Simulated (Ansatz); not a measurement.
Planning a run of Ansatz 0.2.0 on SnI4O12 (P-1). The input:

```yaml
crystal:
  lattice:
    - [5.0576, 0.0, 0.0]
    - [0.1062173362, 6.279901792, 0.0]
    - [0.1980229617, 0.3361895656, 8.3774187989]
  atoms:
    - { symbol: Sn, position: [0.0, 0.0, 0.5] }
    - { symbol: I, position: [0.5061148231, 0.7764667496, 0.237035738] }
    - { symbol: I, position: [0.4938851769, 0.2235332504, 0.762964262] }
    - { symbol: I, position: [0.9806449621, 0.6993687757, 0.8436912468] }
    - { symbol: I, position: [0.0193550379, 0.3006312243, 0.1563087532] }
    - { symbol: O, position: [0.782882709, 0.9590566929, 0.2966559641] }
    - { symbol: O, position: [0.217117291, 0.0409433071, 0.7033440359] }
    - { symbol: O, position: [0.3031160215, 0.7954234777, 0.4238411328] }
    - { symbol: O, position: [0.6968839785, 0.2045765223, 0.5761588672] }
    - { symbol: O, position: [0.8472236491, 0.7454330787, 0.6369154755] }
    - { symbol: O, position: [0.1527763509, 0.2545669213, 0.3630845245] }
    - { symbol: O, position: [0.8260917482, 0.4351970098, 0.8854019874] }
    - { symbol: O, position: [0.1739082518, 0.5648029902, 0.1145980126] }
    - { symbol: O, position: [0.6674548844, 0.5288324017, 0.2906575423] }
    - { symbol: O, position: [0.3325451156, 0.4711675983, 0.7093424577] }
    - { symbol: O, position: [0.7314164081, 0.8620142688, 0.9456220245] }
    - { symbol: O, position: [0.2685835919, 0.1379857312, 0.0543779755] }
kpoints:
  mp_grid: { grid: [4, 2, 2] }
hamiltonian:
  xc: pbe
  pseudopotentials: { kind: paw, azcp: { folder: soft_1 } }
scf:
  occupations: { method: fixed }
gw:
  n_empty_bands: 1000
  ecut_chi: 140.0
  qp_bands: [v4, c4]
  qp_kpoints: band_edges
  screening: { model: contour_deformation }
```

```sh
ansatz run input.yaml --threads 2 --pin off --max-ram 92160MiB --backend cuda --events-out ev --progress --plain --runs-dir out --devices 1 --max-vram 13GiB
```

**Question.** How long will it take on 1 × NVIDIA H100 80GB HBM3 (shared by 6 runs) with 2 threads of AMD EPYC 7R13 (Zen 3), shared host, and how much memory?

It took 66 s; on shared hardware allow 33 s to 2.2 min. Peak host memory was 4.0 GiB. The sizes that set the cost: 5213 plane waves a state, 12 irreducible k points, 1077 bands summed, 987 plane waves in the screening and 13 SCF cycles.

The screening grows as filled bands × empty bands × pairs of k points, times the square of the screening basis for the matrix.

[Paths, hosts, dates, memory and timing lines, banners, echoed tables and standing remarks are left out of the program output.]

[Logs are printed without paths, hosts, clocks, repeated set-up lines and the standing remarks that a program may print on its own settings, such as how far it seeks lower states.]

[Runs of the session that timed out or met a known fault of the program may be left out.]

[Cells called generated may have been cut or substituted from an entry of the Crystallography Open Database or the Materials Project.]

[Hosts, paths, dates, database ids (printed as entryN), source tags and the programs' standing remarks are cut or masked in the printed files.]
